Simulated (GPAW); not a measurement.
## The basis that the transmission of an In chain with an O atom on top of one atom needs

Aim: T(E), conductance and thermopower of an In chain with an O atom on top of one atom, and what cheaper settings cost in accuracy.

Method: GPAW LCAO, PAW setups; Landauer transmission from Green's functions with principal layers (ASE), zero bias, in GPAW 26.7.0.

Report form: the programs' logs are mostly left out.

## (1) The starting structure

The cell holds 12 atoms: 11 In and 1 O. Its edges and angles: a = 9.000 Å, b = 9.000 Å, c = 32.450 Å, α = 90.0°, β = 90.0°, γ = 90.0°. Regions: left lead, 5 atoms (5 In); channel, 2 atoms (1 In and 1 O); right lead, 5 atoms (5 In). Vacuum lies along a and b. The structure is stacked along c, and the current runs across the ab planes.

## (2) Double-zeta polarised basis

Localised orbitals split the wire into layers that couple to their neighbours alone, which is what the Green's function method needs; double zeta with polarisation is the usual level for numbers.

run.py reads:

```python
import json
import numpy as np
from ase import Atoms
from ase.transport.calculators import TransportCalculator
from gpaw import GPAW, FermiDirac
from gpaw.lcao.tools import get_lcao_hamiltonian
from scipy.linalg import eigh

# The junction with lead layers at both ends, along the third cell vector
device = Atoms(
    ['In', 'In', 'In', 'In', 'In', 'In', 'O', 'In', 'In', 'In', 'In', 'In'],
    positions=[
        [4.50000, 4.50000, 1.47500],
        [4.50000, 4.50000, 4.42500],
        [4.50000, 4.50000, 7.37500],
        [4.50000, 4.50000, 10.32500],
        [4.50000, 4.50000, 13.27500],
        [4.50000, 4.50000, 16.22500],
        [6.33560, 4.50000, 16.22500],
        [4.50000, 4.50000, 19.17500],
        [4.50000, 4.50000, 22.12500],
        [4.50000, 4.50000, 25.07500],
        [4.50000, 4.50000, 28.02500],
        [4.50000, 4.50000, 30.97500]],
    cell=[[9.0, 0.0, 0.0], [0.0, 9.0, 0.0], [0.0, 0.0, 32.45]],
    pbc=True)

# One principal layer of the lead: the first 3 atoms of the device
lead = Atoms(
    ['In', 'In', 'In'],
    positions=[
        [4.50000, 4.50000, 1.47500],
        [4.50000, 4.50000, 4.42500],
        [4.50000, 4.50000, 7.37500]],
    cell=[[9.0, 0.0, 0.0], [0.0, 9.0, 0.0], [0.0, 0.0, 8.85]],
    pbc=True)

settings = dict(mode='lcao', basis='dzp', xc='PBE', h=0.18,
                occupations=FermiDirac(0.1), maxiter=250,
                mixer=dict(beta=0.1, nmaxold=8, weight=100.0),
                convergence=dict(density=0.0001))
energies = np.arange(-2, 2 + 1e-9, 0.05)
eta = 0.0001
n1, n2 = 1, 1
# k and -k transmit alike, so half of the mesh across the current serves
mesh = [(i, j) for i in range(n1) for j in range(n2) if (i, j) <= (-i % n1, -j % n2)]
weights = np.array([1 if (i, j) == (-i % n1, -j % n2) else 2 for i, j in mesh]) / (n1 * n2)

# [... helper functions left out ...]
fermi_lead = ground_state(lead, (1, 1, 13), 'lead.txt')
fermi_device = ground_state(device, (1, 1, 3), 'device.txt')
# [... loop over the mesh left out, but for ...]
        # Shift the lead onto the potential of the device's first layer
        shift = ((H[:, 0, 0] - H0[:, 0, 0]) / S0[0, 0]).real.mean()
# [...]
kT = 8.617333e-5 * 300
bias = [0.1, 0.2, 0.5, 1.0, 1.5, 2.0]
# [... integrals and printing left out ...]
```

On the command line:

```console
> OMP_NUM_THREADS=1 OPENBLAS_NUM_THREADS=1 python run.py
```

Wall time 80 s (1 thread of Arm Neoverse V1, shared host); peak memory 1.6 GiB.

This step gave:

- conductance: 1.060 G₀
- largest coupling past the next principal layer: 1.88e-6 eV
- largest misfit of the first principal layer: 0.04342 eV
- shift that aligns the lead: -0.008233 eV
- basis functions of the junction: 266
- basis functions of a principal layer: 69
- transmission at the Fermi level (one spin): 1.064

One spin. Transmission, zone mean against energy, zero at the Fermi level:

```
energy (eV)  transmission, zone mean
      -2.00                    0.200
      -1.90                   3.8e-8
      -1.80                   1.3e-8
      -1.70                   1.6e-8
      -1.55                  0.00232
      -1.45                   5.0e-8
      -1.35                   5.6e-8
      -1.25                    0.158
      -1.15                    0.583
      -1.05                    0.883
      -0.90                    0.992
      -0.80                    0.943
      -0.70                    0.906
      -0.60                    0.893
      -0.50                    0.894
      -0.40                    0.901
      -0.25                    0.914
      -0.15                    0.974
      -0.05                     1.05
       0.00                     1.06
       0.05                     1.07
       0.15                     1.08
       0.25                     1.08
       0.40                     1.08
       0.50                     1.09
       0.60                     1.10
       0.70                     1.11
       0.80                     1.13
       0.90                     1.16
       1.05                     1.20
       1.15                     1.24
       1.25                     1.27
       1.35                     1.30
       1.45                     1.33
       1.55                     1.36
       1.70                     1.40
       1.80                     1.42
       1.90                     1.44
       2.00                     1.46
```

Not self-consistent under bias; the bias window is split evenly. Current through one cell, from the zero-bias transmission against bias:

```csv
bias (V),"current through one cell, from the zero-bias transmission (μA)"
0.100,8.20
0.200,16.3
0.500,40.0
1.000,78.5
1.500,117
2.000,158
```

The transmission of the three most open eigenchannels by energy, zero at the Fermi level:

```csv
energy (eV),channel 1,channel 2,channel 3
-2.000,0.200,0,0
-1.800,1.3e-8,0,0
-1.600,1.1e-7,0,0
-1.400,3.9e-8,0,0
-1.200,0.386,0,0
-1.000,0.965,0,0
-0.800,0.943,0,0
-0.600,0.893,0,0
-0.400,0.901,0,0
-0.200,0.918,1.7e-9,1.1e-12
0.000,0.994,0.0680,0.00242
0.200,0.996,0.0742,0.00941
0.400,0.996,0.0676,0.0199
0.600,0.995,0.0662,0.0382
0.800,0.995,0.0696,0.0694
1.000,0.995,0.116,0.0766
1.200,0.995,0.172,0.0855
1.400,0.995,0.229,0.0939
1.600,0.995,0.280,0.0999
1.800,0.994,0.325,0.103
2.000,0.993,0.365,0.103
```

Couplings past the next layer reach 1.9e-6 eV, small enough to drop; the matrix elements of the cell's first layer differ from the bulk lead's by up to 0.043 eV. That layer keeps its own values in the calculation, and only beyond it is the lead taken as perfect. The Fermi levels of lead and junction count from different zeros of potential, one for each periodic cell; with both set to zero, the small remaining shift is what aligns them. By hand: G = 1.060 × 77.48 μS = 82.1 μS, a resistance of 12.2 kΩ; at 0.1 V a linear junction would pass 8.21 μA, and the integral over the bias window gives 8.20 μA.

## (3) GPAW, szp: basis = "szp(dzp)"

The second zeta is dropped, the polarisation orbitals stay.

run.py: that of step 2 with these lines changed.

```diff
@@ -37,3 +37,3 @@
 
-settings = dict(mode='lcao', basis='dzp', xc='PBE', h=0.18,
+settings = dict(mode='lcao', basis='szp(dzp)', xc='PBE', h=0.18,
                 occupations=FermiDirac(0.1), maxiter=250,
```

The job ended after 68 s (1 thread; peak memory 1.6 GiB).

This step gave:

| Item | Value |
| --- | --- |
| conductance | 1.111 G₀ |
| largest coupling past the next principal layer | 1.86e-6 eV |
| largest misfit of the first principal layer | 0.03947 eV |
| shift that aligns the lead | -0.006486 eV |
| basis functions of the junction | 163 |
| basis functions of a principal layer | 42 |
| transmission at the Fermi level (one spin) | 1.118 |

One spin. The transmission, zone mean by energy, zero at the Fermi level:

```
energy (eV)  transmission, zone mean
      -2.00                   2.1e-8
      -1.85                   6.5e-9
      -1.70                   1.9e-8
      -1.60                   6.6e-6
      -1.45                   1.1e-8
      -1.30                   2.4e-8
      -1.15                    0.180
      -1.05                    0.370
      -0.90                    0.740
      -0.75                    0.991
      -0.60                    0.963
      -0.50                    0.927
      -0.35                    0.903
      -0.20                    0.904
      -0.05                     1.09
       0.00                     1.12
       0.05                     1.13
       0.20                     1.14
       0.35                     1.13
       0.50                     1.14
       0.60                     1.14
       0.75                     1.17
       0.90                     1.20
       1.05                     1.24
       1.15                     1.27
       1.30                     1.32
       1.45                     1.36
       1.60                     1.40
       1.70                     1.42
       1.85                     1.45
       2.00                     1.47
```

Not self-consistent under bias; the bias window is split evenly. Table of current through one cell, from the zero-bias transmission by bias:

```
bias (V)  current through one cell, from the zero-bias transmission (μA)
   0.100                                                            8.59
   0.200                                                            17.1
   0.500                                                            41.4
   1.000                                                            81.0
   1.500                                                             122
   2.000                                                             160
```

Table of transmission of the three most open eigenchannels by energy, zero at the Fermi level:

```
energy (eV)  channel 1  channel 2  channel 3
     -1.400     9.4e-9          0          0
     -1.200     0.0842          0          0
     -1.000      0.481          0          0
     -0.800      0.948          0          0
     -0.600      0.963          0          0
     -0.400      0.907          0          0
     -0.200      0.904     1.3e-9    1.2e-11
      0.000      0.996      0.122     4.0e-5
      0.200      0.997      0.136    0.00357
      0.400      0.995      0.125     0.0118
      0.600      0.994      0.122     0.0277
      0.800      0.994      0.125     0.0560
      1.000      0.994      0.133     0.0994
      1.200      0.994      0.153      0.142
      1.400      0.994      0.209      0.147
      1.600      0.993      0.260      0.148
      1.800      0.992      0.305      0.143
      2.000      0.990      0.346      0.135
```

The conductance, 1.11 G₀, lies 4.9 % above that of the dzp run.

## (4) GPAW, sz: basis = "sz(dzp)"

The minimal basis is the cheapest rung: no second zeta and no polarisation.

run.py: that of step 3 with these lines changed.

```diff
@@ -37,3 +37,3 @@
 
-settings = dict(mode='lcao', basis='szp(dzp)', xc='PBE', h=0.18,
+settings = dict(mode='lcao', basis='sz(dzp)', xc='PBE', h=0.18,
                 occupations=FermiDirac(0.1), maxiter=250,
```

It took 44 s on 1 thread; peak memory 1.5 GiB.

This step gave:

- conductance: 1.143 G₀
- largest coupling past the next principal layer: 1.93e-6 eV
- largest misfit of the first principal layer: 0.04050 eV
- shift that aligns the lead: -0.009642 eV
- basis functions of the junction: 103
- basis functions of a principal layer: 27
- transmission at the Fermi level (one spin): 1.149

One spin. Table of transmission, zone mean by energy, zero at the Fermi level:

| energy (eV) | transmission, zone mean |
| --- | --- |
| -2.00 | 0.841 |
| -1.90 | 0.506 |
| -1.80 | 1.7e-7 |
| -1.70 | 8.0e-8 |
| -1.55 | 3.8e-7 |
| -1.45 | 2.7e-8 |
| -1.35 | 2.1e-8 |
| -1.25 | 2.7e-5 |
| -1.15 | 0.153 |
| -1.05 | 0.260 |
| -0.90 | 0.456 |
| -0.80 | 0.661 |
| -0.70 | 0.873 |
| -0.60 | 0.984 |
| -0.50 | 0.996 |
| -0.40 | 0.975 |
| -0.25 | 0.945 |
| -0.15 | 1.03 |
| -0.05 | 1.12 |
| 0.00 | 1.15 |
| 0.05 | 1.16 |
| 0.15 | 1.17 |
| 0.25 | 1.17 |
| 0.40 | 1.17 |
| 0.50 | 1.17 |
| 0.60 | 1.18 |
| 0.70 | 1.19 |
| 0.80 | 1.21 |
| 0.90 | 1.24 |
| 1.05 | 1.28 |
| 1.15 | 1.31 |
| 1.25 | 1.34 |
| 1.35 | 1.37 |
| 1.45 | 1.40 |
| 1.55 | 1.42 |
| 1.70 | 1.44 |
| 1.80 | 1.46 |
| 1.90 | 1.47 |
| 2.00 | 1.48 |

The conductance, 1.14 G₀, lies 7.8 % above that of the dzp run.

## (5) LDA in the dzp basis: xc = "LDA"

Back in the dzp basis, the functional changes from PBE to LDA, to set the spread between functionals beside that between bases.

run.py: that of step 4 with these lines changed.

```diff
@@ -37,3 +37,3 @@
 
-settings = dict(mode='lcao', basis='sz(dzp)', xc='PBE', h=0.18,
+settings = dict(mode='lcao', basis='dzp', xc='LDA', h=0.18,
                 occupations=FermiDirac(0.1), maxiter=250,
```

Run time: 77 s. Hardware: 1 thread; peak memory 1.6 GiB.

This step gave:

- conductance: 1.061 G₀
- largest coupling past the next principal layer: 1.90e-6 eV
- largest misfit of the first principal layer: 0.04158 eV
- shift that aligns the lead: -0.005811 eV
- basis functions of the junction: 266
- basis functions of a principal layer: 69
- transmission at the Fermi level (one spin): 1.066

One spin. Table of transmission, zone mean by energy, zero at the Fermi level:

```csv
energy (eV),"transmission, zone mean"
-2.00,1.6e-8
-1.85,5.3e-9
-1.70,1.4e-8
-1.60,7.4e-7
-1.45,2.4e-8
-1.30,3.8e-7
-1.15,0.571
-1.05,0.886
-0.95,0.998
-0.90,0.985
-0.75,0.896
-0.60,0.866
-0.50,0.870
-0.35,0.887
-0.20,0.904
-0.05,1.04
0.00,1.07
0.05,1.08
0.20,1.08
0.35,1.08
0.50,1.09
0.60,1.10
0.75,1.12
0.90,1.16
1.05,1.20
1.15,1.23
1.30,1.28
1.45,1.33
1.60,1.37
1.70,1.39
1.85,1.42
2.00,1.44
```

The conductance equals that of the dzp run to 0.2 %.

## (6) The ladder

Times are for 1 thread of Arm Neoverse V1, shared host. The series side by side:

```
no.      run  conductance (G₀)  time  memory (GiB)
  1      dzp             1.060  80 s           1.6
  2      szp             1.111  68 s           1.6
  3       sz             1.143  44 s           1.5
  4  dzp LDA             1.061  77 s           1.6
```

## (7) Comparison

The curves are compared point by point over the common energies.

This step: comparison of transmission and cost over codes and levels (GPAW 26.7.0).

Ladder, by row:

```csv
step,code,T at the Fermi level (sum over the listed spins),conductance (G0),r.m.s. T(E) from the first,wall time (s),peak memory (GiB),threads
dzp,GPAW,1.064,1.06,0,80.29,1.64,1
szp,GPAW,1.118,1.111,0.1301,68.25,1.61,1
sz,GPAW,1.149,1.143,0.2175,43.71,1.47,1
dzp-LDA,GPAW,1.066,1.061,0.02464,76.96,1.64,1
```

Table of transmission, zone mean, sum over the listed spins by energy, zero at the Fermi level:

```
energy (eV)     dzp     szp      sz  dzp-LDA
     -2.000   0.200  2.1e-8   0.841   1.6e-8
     -1.800  1.3e-8  7.1e-9  1.7e-7   5.7e-9
     -1.600  1.1e-7  6.6e-6  1.9e-6   7.4e-7
     -1.400  3.9e-8  9.4e-9  1.9e-8   2.5e-8
     -1.200   0.386  0.0842  0.0872    0.378
     -1.000   0.965   0.481   0.314    0.971
     -0.800   0.943   0.948   0.661    0.922
     -0.600   0.893   0.963   0.984    0.866
     -0.400   0.901   0.907   0.975    0.881
     -0.200   0.918   0.904   0.937    0.904
      0.000    1.06    1.12    1.15     1.07
      0.200    1.08    1.14    1.17     1.08
      0.400    1.08    1.13    1.17     1.09
      0.600    1.10    1.14    1.18     1.10
      0.800    1.13    1.18    1.21     1.14
      1.000    1.19    1.23    1.27     1.19
      1.200    1.25    1.29    1.33     1.25
      1.400    1.32    1.35    1.39     1.31
      1.600    1.37    1.40    1.43     1.37
      1.800    1.42    1.44    1.46     1.41
      2.000    1.46    1.47    1.48     1.44
```

## (8) Broadening 0.05, basis szp(dzp), density threshold 1e-06

The broadening keeps the Green's functions finite; too large a value absorbs electrons where channels are open and leaks them where none are. A smaller basis is cheaper in every inversion. The Hamiltonian is taken from the last density. The density threshold is one of the tests that end the cycle; the energy must settle too, so a loose value may not be the test that decides.

This step: GPAW LCAO, PAW setups; Landauer transmission from Green's functions with principal layers (ASE), zero bias (GPAW 26.7.0).

run.py: that of step 5 with these lines changed.

```diff
@@ -37,8 +37,8 @@
 
-settings = dict(mode='lcao', basis='dzp', xc='LDA', h=0.18,
+settings = dict(mode='lcao', basis='szp(dzp)', xc='PBE', h=0.18,
                 occupations=FermiDirac(0.1), maxiter=250,
                 mixer=dict(beta=0.1, nmaxold=8, weight=100.0),
-                convergence=dict(density=0.0001))
+                convergence=dict(density=1e-06))
 energies = np.arange(-2, 2 + 1e-9, 0.05)
-eta = 0.0001
+eta = 0.05
 n1, n2 = 1, 1
```

Elapsed: 78 s, on 1 thread; peak memory 1.6 GiB.

The run finished with changed settings (eta = 0.05, basis = "szp(dzp)" and conv = 1e-06); it serves as a test.

Side by side:

```
                                           quantity    this run   sound run  difference
                                   conductance (G₀)     0.57133      1.0598      -0.488
largest coupling past the next principal layer (eV)    1.856e-6    1.883e-6     -2.7e-8
   largest misfit of the first principal layer (eV)    0.039303    0.043424    -0.00412
                    shift that aligns the lead (eV)  -0.0063874  -0.0082329     0.00185
                    basis functions of the junction         163         266        -103
               basis functions of a principal layer          42          69         -27
         transmission at the Fermi level (one spin)     0.57190      1.0644      -0.492
```

One result that differs is the transmission at the Fermi level (one spin), 0.572 against 1.06.

## (9) Another change of settings

A last run, with other settings again.

run.py: that of step 8 with these lines changed.

```diff
@@ -37,8 +37,8 @@
 
-settings = dict(mode='lcao', basis='szp(dzp)', xc='PBE', h=0.18,
-                occupations=FermiDirac(0.1), maxiter=250,
+settings = dict(mode='lcao', basis='dzp', xc='PBE', h=0.18,
+                occupations=FermiDirac(0.1), maxiter=3,
                 mixer=dict(beta=0.1, nmaxold=8, weight=100.0),
-                convergence=dict(density=1e-06))
+                convergence=dict(density=0.0001))
 energies = np.arange(-2, 2 + 1e-9, 0.05)
-eta = 0.05
+eta = 0.0001
 n1, n2 = 1, 1
```

It took 6.4 s on 1 thread; peak memory 0.49 GiB.

The run stopped without converging, so none of its numbers is a property of the system.

The fault put into the input: too few SCF iterations (maxiter = 3).

## (10) Summary of results

- conductance: 1.06 G₀
- transmission at the Fermi level, mean of the spins: 1.06

In the dzp basis the junction conducts 1.06 G₀ at 300 K, with T = 1.06 a spin at the Fermi level; the sz basis reaches that conductance within 10 %. At the Fermi level two eigenchannels carry the current (0.99 and 0.068). Measured against the first run (dzp), the nearest curve is that of dzp-LDA (r.m.s. 0.025) and the farthest that of sz (0.22). Over the compared runs wall time goes from 44 s (sz) to 80 s (dzp), on a shared host. The geometry was built from estimated bond lengths and not relaxed, so the numbers describe this model structure. The run had no spin polarisation, so a magnetic state, which chains and small molecules with open shells often have, wasn't tested. Spin-orbit coupling is left out, which matters for the heavy atoms here. An evenly spaced straight chain is an idealisation: free chains tend to dimerise, zigzag or, where a band edge lies near the Fermi level, turn magnetic. The currents use the zero-bias T(E) throughout, which holds only while the bias is small against the distance to the nearest feature. The thermopower isn't quoted: it samples T(E) farther from the Fermi level than the conductance does, and the energy grid wasn't tested for it.

[Logs are printed without paths, hosts, clocks, repeated set-up lines and the standing remarks that a program may print on its own settings, such as how far it seeks lower states.]

[Hosts, paths, dates, database ids (printed as entryN), source tags and the programs' standing remarks are cut or masked in the printed files.]
